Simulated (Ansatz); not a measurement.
**A convergence test on LaBiS2O (P4/nmm): k mesh of the density**

How far can the k mesh of the density be lowered for the gap of LaBiS2O (P4/nmm)?

Main program and level: Ansatz 0.2.0; DFT, r2SCAN, plane waves, PAW; PAW set soft_1.

## 1. The structure

It takes space group P4/nmm (No. 129, tetragonal). The conventional cell has a = 4.065 Å, b = 4.065 Å, c = 13.861 Å, α = 90.00°, β = 90.00°, γ = 90.00°. Nearest to La lie 4 O at 2.38 Å and 4 S at 3.20 Å. Bi has 5 S at 2.48 to 2.89 Å nearest. S has 4 Bi at 2.89 Å nearest. Nearest to S lie 1 Bi at 2.48 Å and 4 La at 3.20 Å. O has 4 La at 2.38 Å nearest. Farther neighbours and most contacts between anions are not listed.

Structure file:

```cif
data_structure
_symmetry_space_group_name_H-M 'P4/nmm:1'
_symmetry_Int_Tables_number 129
_cell_length_a 4.0646
_cell_length_b 4.0646
_cell_length_c 13.8614
_cell_angle_alpha 90.000
_cell_angle_beta 90.000
_cell_angle_gamma 90.000
_cell_volume 229.00
loop_
_atom_site_label
_atom_site_type_symbol
_atom_site_symmetry_multiplicity
_atom_site_Wyckoff_symbol
_atom_site_fract_x
_atom_site_fract_y
_atom_site_fract_z
_atom_site_occupancy
La1 La 2 c 0.50000 0.00000 0.58924 1
Bi1 Bi 2 c 0.00000 0.50000 0.87006 1
S1 S 2 c 0.50000 0.00000 0.88843 1
S2 S 2 c 0.00000 0.50000 0.69097 1
O1 O 2 b 0.00000 0.00000 0.50000 1
```

Geometry: measured lattice cell, ions relaxed with r2SCAN; the structure entry is the Materials Project's. The runs that relaxed it are not among those shown. Spin-orbit coupling is left out unless a step names it.

## 2. k mesh of the density: 2×2×1

File input.yaml:

```yaml
crystal:
  lattice:
    - [4.0646, 0.0, 0.0]
    - [0.0, 4.0646, 0.0]
    - [0.0, 0.0, 13.8614]
  atoms:
    - { symbol: La, position: [0.5, 0.0, 0.5892440202] }
    - { symbol: La, position: [0.0, 0.5, 0.4107559798] }
    - { symbol: Bi, position: [0.0, 0.5, 0.8700576921] }
    - { symbol: Bi, position: [0.5, 0.0, 0.1299423079] }
    - { symbol: S, position: [0.5, 0.0, 0.8884349997] }
    - { symbol: S, position: [0.0, 0.5, 0.1115650003] }
    - { symbol: S, position: [0.0, 0.5, 0.6909721575] }
    - { symbol: S, position: [0.5, 0.0, 0.3090278425] }
    - { symbol: O, position: [0.0, 0.0, 0.5] }
    - { symbol: O, position: [0.5, 0.5, 0.5] }
kpoints:
  mp_grid: { grid: [2, 2, 1] }
  band_path:
    path:
      - [0.0, 0.0, 0.0]
      - [0.0, 0.5, 0.0]
      - [0.5, 0.5, 0.0]
      - [0.0, 0.0, 0.5]
      - [0.0, 0.5, 0.5]
      - [0.5, 0.5, 0.5]
      - [0.0, 0.45, 0.0]
    npoints: 1
hamiltonian:
  xc: r2scan
  pseudopotentials: { kind: paw, azcp: { folder: soft_1 } }
scf:
  occupations: { method: fixed }
  n_extra_bands: 7
output:
  eigenvalues: true
  forces: true
  stress: true
```

The run is started by

```console
$ ansatz run input.yaml --threads 3 --pin off --max-ram 92160MiB --backend cuda --events-out ev --progress --plain --runs-dir out --devices 1 --max-vram 13GiB
```

Numbers of over 12 decimals in the logs are rounded to 6 here.

The program printed:

```text
scf.n_extra_bands = 7 over 44 filled bands (N_el = 88.0): the run solves 51 bands
GPUs: using 1 of 1 available (devices: 1).
Engine: ansatz 0.2.0, x86_64-unknown-linux-gnu
Pseudopotentials: kind: paw
Pseudopotential: La, paw, valence charge 11, recommended cutoff 500 eV (meta_gga), soft_1/La.paw.azcp
Pseudopotential: Bi, paw, valence charge 15, recommended cutoff 500 eV (meta_gga), soft_1/Bi.paw.azcp
Pseudopotential: S, paw, valence charge 6, recommended cutoff 500 eV (meta_gga), soft_1/S.paw.azcp
Pseudopotential: O, paw, valence charge 6, recommended cutoff 500 eV (meta_gga), soft_1/O.paw.azcp
Functional definition: r2SCAN
  parameter k0 = 0.174
  parameter k1 = 0.065
  parameter a1 = 4.9479
  exchange = r2scan_x(k0 = k0, k1 = k1, a1 = a1)
  correlation = r2scan_c
device memory: the entry about to start is reckoned to put 4.2 GiB on a device that reports 50.9 GiB free (of which the cap on the GPU budget leaves the run 13.0 GiB)
GPU FFT provider: cuFFT
GPU libraries: cuBLAS 13.8.2, cuFFT 12.4.0, cuSOLVER 12.3.4
Crystal: 10 atoms, lattice volume = 229.004 Å³
Basis set: ecut = 500 eV, 5867 PW (Γ), exchange–correlation on 120×120×432 points (64 copies of the dense FFT grid, shifted against one another)
Bands: 51, of which v1, the nominal top of the filled ones, is band 44 counted from 1 (43 counted from 0)
Symmetry: 16 space group operations
Space group: P4/nmm (ITA 129), of the structure as read, at distance tolerance 6.1e-5 Å
k-points: 3 of 4
Non-local potential: La, projectors of the file, l = 0: 3, l = 1: 2, l = 2: 2, l = 3: 3
Non-local potential: Bi, projectors of the file, l = 0: 2, l = 1: 2, l = 2: 2, l = 3: 1
Non-local potential: S, projectors of the file, l = 0: 2, l = 1: 2, l = 2: 1
Non-local potential: O, projectors of the file, l = 0: 2, l = 1: 2, l = 2: 1
PAW form: soft (Blöchl's): semilocal exchange-correlation on the pseudo side does not see the compensation charge
PAW frozen core: La, regenerated for the run's functional (the file was generated under x = pbe(κ = 0.804, μ = 0.219515), c = pbe(β = 0.066725))
PAW frozen core: Bi, regenerated for the run's functional (the file was generated under x = pbe(κ = 0.804, μ = 0.219515), c = pbe(β = 0.066725))
PAW frozen core: S, regenerated for the run's functional (the file was generated under x = pbe(κ = 0.804, μ = 0.219515), c = pbe(β = 0.066725))
PAW frozen core: O, regenerated for the run's functional (the file was generated under x = pbe(κ = 0.804, μ = 0.219515), c = pbe(β = 0.066725))
PAW one-centre angular grid: La, 974 points (default); XC on 160 Gauss nodes
PAW one-centre angular grid: Bi, 590 points (default); XC on 160 Gauss nodes
PAW one-centre angular grid: S, 302 points (default); XC on 160 Gauss nodes
PAW one-centre angular grid: O, 302 points (default); XC on 160 Gauss nodes
Initial density: superposition of atomic densities (chi_scale 0.1, normalization cell, long waves kept (reshape's long-wave potential 0.46 eV rms))
Initial wavefunctions: pseudopotential atomic-orbital guess
GPU buffer pool allocated for 97200 grid points (all kernels)
GPU transforms: local potential and band sums: pruned to the plane-wave sphere, on 30×30×108
Functional: x = r2scan, c = r2scan; τ floored in thin density (d = 2e-4 eV/Å³)
SCF iter   1: F=—  HF=-42129.952410 eV  |F-HF|=—  |Δ(HF+E_count)|=         —  Δρ=3.75e-2  dr2=9.22e0  dr2_τ=2.06e-1  ethr=3.10e-3  ⟨swp⟩=4.7  Hψ=584  notcnv=0  defer=7
preconditioner: auto → Resta (q_TF=auto, 2.326 Å⁻¹)  ε∞=5.0  [insulator: Δε(μ)=1.235 eV  Ē_g=9.466 eV  n_scr=50 (ndim 8)  ℏωp=19.0 eV  f_vac=0.000  ε∞_Penn≈5.0]
SCF iter   2: F=—  HF=-42129.018973 eV  |F-HF|=—  |Δ(HF+E_count)|=   9.33e-1  Δρ=2.01e-2  dr2=1.81e0  dr2_τ=3.60e-2  ethr=3.10e-3  ⟨swp⟩=5.0  Hψ=410  notcnv=0  defer=10
SCF iter   3: F=—  HF=-42129.054869 eV  |F-HF|=—  |Δ(HF+E_count)|=   3.59e-2  Δρ=1.26e-2  dr2=3.26e-1  dr2_τ=3.89e-2  ethr=2.06e-3  ⟨swp⟩=5.7  Hψ=315  notcnv=0  defer=9
SCF iter   4: F=—  HF=-42129.030284 eV  |F-HF|=—  |Δ(HF+E_count)|=   2.46e-2  Δρ=4.58e-3  dr2=5.76e-2  dr2_τ=4.60e-3  ethr=3.71e-4  ⟨swp⟩=3.7  Hψ=279  notcnv=0  defer=15
SCF iter   5: F=—  HF=-42129.031677 eV  |F-HF|=—  |Δ(HF+E_count)|=   1.39e-3  Δρ=1.55e-3  dr2=7.65e-3  dr2_τ=1.18e-4  ethr=6.55e-5  ⟨swp⟩=3.7  Hψ=259  notcnv=0  defer=15
SCF iter   6: F=—  HF=-42129.032662 eV  |F-HF|=—  |Δ(HF+E_count)|=   9.86e-4  Δρ=3.13e-4  dr2=3.19e-4  dr2_τ=1.47e-5  ethr=8.70e-6  ⟨swp⟩=4.0  Hψ=286  notcnv=0  defer=15
SCF iter   7: F=—  HF=-42129.032738 eV  |F-HF|=—  |Δ(HF+E_count)|=   7.55e-5  Δρ=6.79e-5  dr2=1.71e-5  dr2_τ=1.14e-6  ethr=3.62e-7  ⟨swp⟩=2.0  Hψ=249  notcnv=0  defer=15
SCF iter   8: F=—  HF=-42129.032991 eV  |F-HF|=—  |Δ(HF+E_count)|=   2.53e-4  Δρ=1.87e-5  dr2=1.11e-6  dr2_τ=5.89e-8  ethr=1.94e-8  ⟨swp⟩=2.0  Hψ=258  notcnv=0  defer=13
SCF iter   9: F=-42129.032991 eV  HF=-42129.032991 eV  |F-HF|=2.26e-8  |Δ(HF+E_count)|=   3.78e-7  Δρ=4.20e-6  dr2=8.41e-8  dr2_τ=3.84e-9  ethr=1.14e-10  ⟨swp⟩=25.0  Hψ=1205  notcnv=0
SCF 1 converged in 9 iterations: F = -42129.032991 eV  dr2 = 8.41e-8
[...]
device memory: the entry about to start is reckoned to put 2.3 GiB on a device that reports 50.7 GiB free (of which the cap on the GPU budget leaves the run 13.0 GiB)
NSCF: frozen V_eff on 7 k-points
SCF converged after 9 iterations
Free energy (F): -42129.032991 eV
Harris-Foulkes:  -42129.032991 eV  (|F-HF|=2.26e-8)
Internal energy: -42129.032991 eV  (E = F + TS)
E sigma→0 (E₀):  -42129.032991 eV
Fermi energy:    7.988617 eV
--- Per-component energies (eV) ---
  E_band       = -358.309460
  E_kinetic    = 1640.990055
  E_local      = -5105.175925  (includes V_loc(G=0)·N_el)
  E_nonlocal   = 1230.094901
  E_hartree    = 1925.944971
  E_xc         = -1037.626881
  E_vxc        = -1168.358051  (∫ρ·V_xc dr)
  E_paw        = -35045.212380  (= ΣΔE_a)
  E_vpaw       = -872.221708  (= ΣTr[D̂ρ^β])
  E_aug_tail   = 0.000766  (compensation charges beyond the density's cutoff)
  E_vtau       = 64.468757  (kinetic-family band-sum trace: ∫τ·v_τ [+ j·A + Jᵃ·Aᵃ] dr)
  E_ewald      = -5739.432719
  E_core_change = 1.384220  (= ΣΔE_core)
  E_smearing   = -0.000000  (= −TS)
  E_closure    = -0.000000  (closes the sum)
  Σ components = -42129.032991   (vs F -42129.032991, Δ=0.00e0)
--- Forces (eV/Å), atoms counted from 1 ---
  atom   1  La    -0.00000000    -0.00000000     0.09449229
  atom   2  La    -0.00000000    -0.00000000    -0.09449229
  atom   3  Bi     0.00000000     0.00000000     0.04203374
  atom   4  Bi     0.00000000     0.00000000    -0.04203374
  atom   5  S      0.00000000     0.00000000     0.25905173
  atom   6  S      0.00000000     0.00000000    -0.25905173
  atom   7  S      0.00000000     0.00000000     0.02379019
  atom   8  S      0.00000000     0.00000000    -0.02379019
  atom   9  O      0.00000000     0.00000000    -0.00000000
  atom  10  O      0.00000000     0.00000000    -0.00000000
  max |Σ_I F_I| component: 1.98e-16 eV/Å
--- Stress (GPa, compression-positive) ---
        4.056029       0.000000       0.000000
        0.000000       4.056029       0.000000
        0.000000       0.000000      -0.921532
  P = ⅓ Tr σ = 2.3968 GPa (23.968 kbar)
--- Band table (eV) ---
  k-point 0: bands = [... 40 lower, 7.1624, 7.2468, 7.6007, 7.6007, 11.5856, 11.9682, 11.9976, 12.1189, ... 3 higher]
  k-point 1: bands = [... 40 lower, 7.1526, 7.1526, 7.9886, 7.9886, 9.0473, 9.0473, 9.5270, 9.5270, ... 3 higher]
  k-point 2: bands = [... 40 lower, 6.5495, 6.5495, 7.1461, 7.1461, 12.0414, 12.0414, 12.5768, 12.5768, ... 3 higher]
```

Elapsed: 5.4 s, on 1 × NVIDIA H100 80GB HBM3 (shared by 6 runs) with 3 threads of AMD EPYC 7R13 (Zen 3), shared host; peak memory 1.2 GiB; 6.8 s of CPU time.

This step gave:

```yaml
pressure: 2.397 GPa
gap: 1.039 eV
valence_top_at: k = (0.000, 0.450, 0.000)
conduction_bottom_at: X
least_direct_gap: 1.051 eV
```

The gap is indirect, with the least direct gap 0.012 eV higher.

## 3. k mesh of the density: 4×4×2

input.yaml, as its differences from that of step 2:

```diff
@@ -17,3 +17,3 @@
 kpoints:
-  mp_grid: { grid: [2, 2, 1] }
+  mp_grid: { grid: [4, 4, 2] }
   band_path:
```

The program printed:

```text
[...]
GPUs: using 1 of 1 available (devices: 1).
[...]
GPU FFT provider: cuFFT
GPU libraries: cuBLAS 13.8.2, cuFFT 12.4.0, cuSOLVER 12.3.4
Crystal: 10 atoms, lattice volume = 229.004 Å³
Basis set: ecut = 500 eV, 5867 PW (Γ), exchange–correlation on 120×120×432 points (64 copies of the dense FFT grid, shifted against one another)
[...]
k-point 0: bands = [... 40 lower, 7.2278, 7.2278, 7.6615, 7.6615, 11.6820, 11.9456, 12.0312, 12.2166, ... 3 higher]
  k-point 1: bands = [... 40 lower, 7.2482, 7.4743, 7.6498, 7.6498, 11.7017, 11.7698, 11.9558, 12.1618, ... 3 higher]
  k-point 2: bands = [... 40 lower, 7.0285, 7.1559, 7.4343, 7.5137, 10.5558, 10.8985, 10.9885, 11.2082, ... 3 higher]
  k-point 11: bands = [... 40 lower, 6.6350, 6.6350, 6.8218, 6.8218, 11.9810, 11.9810, 12.6968, 12.6968, ... 3 higher]
[key lines of the parts left out:]
SCF converged after 10 iterations
Free energy (F): -42131.047226 eV
Fermi energy:    7.769659 eV
P = ⅓ Tr σ = 0.2465 GPa (2.465 kbar)
```

Run time: 7 s. Hardware: 1 × NVIDIA H100 80GB HBM3 (shared by 6 runs) with 3 threads; peak memory 1.2 GiB.

Numbers from this step:

```
pressure             : 0.2465 GPa
gap                  : 1.108 eV
valence top at       : k = (0.000, 0.450, 0.000)
conduction bottom at : X
least direct gap     : 1.126 eV
```

The gap is 1.108 eV, +0.068 eV from the run before at this level.

## 4. k mesh of the density: 6×6×2 (the default)

input.yaml, the sections that differ from step 3:

```yaml
kpoints:
  mp_grid: { grid: [6, 6, 2] }
  band_path:
    path:
      - [[0.0, 0.0, 0.0], [0.0, 0.5, 0.0], [0.5, 0.5, 0.0], [0.0, 0.0, 0.0], [0.0, 0.0, 0.5], [0.0, 0.5, 0.5], [0.5, 0.5, 0.5], [0.0, 0.0, 0.5]]
      - [[0.0, 0.5, 0.0], [0.0, 0.5, 0.5]]
      - [[0.5, 0.5, 0.0], [0.5, 0.5, 0.5]]
    npoints: 10
scf:
  occupations: { method: fermi_dirac, width: 0.02 }
  n_extra_bands: 7
output:
  eigenvalues: true
  forces: true
  stress: true
  write_density: true
  write_potential: true
  elf: true
  volumetric_format: npy
# crystal, hamiltonian: as in step 3
```

The program printed:

```text
[...]
GPUs: using 1 of 1 available (devices: 1).
[...]
GPU FFT provider: cuFFT
GPU libraries: cuBLAS 13.8.2, cuFFT 12.4.0, cuSOLVER 12.3.4
Crystal: 10 atoms, lattice volume = 229.004 Å³
Basis set: ecut = 500 eV, 5867 PW (Γ), exchange–correlation on 120×120×432 points (64 copies of the dense FFT grid, shifted against one another)
[...]
k-point 0: bands = [... 40 lower, 7.2339, 7.2339, 7.6687, 7.6687, 11.6910, 11.9443, 12.0331, 12.2263, ... 3 higher]
  k-point 1: bands = [... 40 lower, 7.2538, 7.4730, 7.6574, 7.6574, 11.7114, 11.7698, 11.9558, 12.1685, ... 3 higher]
  k-point 2: bands = [... 40 lower, 7.1275, 7.1631, 7.5543, 7.5680, 11.3466, 11.7327, 11.7715, 11.9228, ... 3 higher]
  k-point 19: bands = [... 40 lower, 6.6465, 6.6465, 6.8111, 6.8111, 11.9819, 11.9819, 12.7061, 12.7061, ... 3 higher]
[key lines of the parts left out:]
SCF converged after 10 iterations
Free energy (F): -42131.101700 eV
Fermi energy:    8.325870 eV
P = ⅓ Tr σ = 0.1638 GPa (1.638 kbar)
```

Run time: 11 s. Hardware: 1 × NVIDIA H100 80GB HBM3 (shared by 6 runs) with 3 threads; peak memory 1.4 GiB.

Numbers from this step:

```
pressure             : 0.1638 GPa
gap                  : 1.109 eV
valence top at       : k = (0.000, 0.450, 0.000)
conduction bottom at : X
least direct gap     : 1.127 eV
```

The gap is 1.109 eV, +0.001 eV from the run before at this level.

## 5. k mesh of the density: 8×8×4

input.yaml, the sections that differ from step 4:

```yaml
kpoints:
  mp_grid: { grid: [8, 8, 4] }
  band_path:
    path:
      - [0.0, 0.0, 0.0]
      - [0.0, 0.5, 0.0]
      - [0.5, 0.5, 0.0]
      - [0.0, 0.0, 0.5]
      - [0.0, 0.5, 0.5]
      - [0.5, 0.5, 0.5]
      - [0.0, 0.45, 0.0]
    npoints: 1
scf:
  occupations: { method: fixed }
  n_extra_bands: 7
# crystal, hamiltonian, output: as in step 4
```

The program printed:

```text
[...]
GPUs: using 1 of 1 available (devices: 1).
[...]
GPU FFT provider: cuFFT
GPU libraries: cuBLAS 13.8.2, cuFFT 12.4.0, cuSOLVER 12.3.4
Crystal: 10 atoms, lattice volume = 229.004 Å³
Basis set: ecut = 500 eV, 5867 PW (Γ), exchange–correlation on 120×120×432 points (64 copies of the dense FFT grid, shifted against one another)
[...]
k-point 0: bands = [... 40 lower, 7.2338, 7.2338, 7.6687, 7.6687, 11.6911, 11.9443, 12.0330, 12.2264, ... 3 higher]
  k-point 1: bands = [... 40 lower, 7.2437, 7.2802, 7.6631, 7.6631, 11.7009, 11.8353, 12.0211, 12.1971, ... 3 higher]
  k-point 2: bands = [... 40 lower, 7.2537, 7.4729, 7.6573, 7.6573, 11.7116, 11.7698, 11.9557, 12.1687, ... 3 higher]
  k-point 44: bands = [... 40 lower, 6.6467, 6.6467, 6.8112, 6.8112, 11.9818, 11.9818, 12.7063, 12.7063, ... 3 higher]
[key lines of the parts left out:]
SCF converged after 10 iterations
Free energy (F): -42131.103623 eV
Fermi energy:    7.758545 eV
P = ⅓ Tr σ = 0.1589 GPa (1.589 kbar)
```

The job ended after 10 s (1 × NVIDIA H100 80GB HBM3 (shared by 6 runs) with 3 threads; peak memory 1.5 GiB).

This step gave:

```
pressure             : 0.1589 GPa
gap                  : 1.108 eV
valence top at       : k = (0.000, 0.450, 0.000)
conduction bottom at : X
least direct gap     : 1.127 eV
```

The gap is 1.108 eV, as in the run before at this level.

## 6. The series

Differences are against the last row; a negative gap means that bands overlap, and a run with a band path holds that path's time. Times are wall times on 1 × NVIDIA H100 80GB HBM3 (shared by 6 runs) with 3 threads of AMD EPYC 7R13 (Zen 3), shared host, good to a factor of about two.

```csv
k mesh of the density,gap (eV),direct gap (eV),gap error (eV),energy error (meV/atom),irreducible k,time
2×2×1,1.039,1.051,−0.069,+207.1,3,5.4 s
4×4×2,1.108,1.126,−0.001,+5.6,12,7 s
6×6×2,1.109,1.127,+0.0003,+0.2,20,11 s
8×8×4,1.108,1.127,+0.000,+0.0,45,10 s
```

## 7. Results

| Item | Value |
| --- | --- |
| 2×2×1 | 1.039 eV |
| 4×4×2 | 1.108 eV |
| 6×6×2 | 1.109 eV |
| 8×8×4 | 1.108 eV |

In words: The gap holds to 0.02 eV from 4×4×2 on. At 2×2×1 the gap is off by −0.069 eV and the energy by +207 meV/atom. The gap is read over the mesh and added points near the edges, so meshes differ mainly through the density and, for a hybrid, the exchange operator.

[Paths, hosts, dates, memory and timing lines, banners, echoed tables and standing remarks are left out of the program output.]

[Logs are printed without paths, hosts, clocks, repeated set-up lines and the standing remarks that a program may print on its own settings, such as how far it seeks lower states.]

[Runs of the session that timed out or met a known fault of the program may be left out.]

[Cells called generated may have been cut or substituted from an entry of the Crystallography Open Database or the Materials Project.]

[Hosts, paths, dates, database ids (printed as entryN), source tags and the programs' standing remarks are cut or masked in the printed files.]
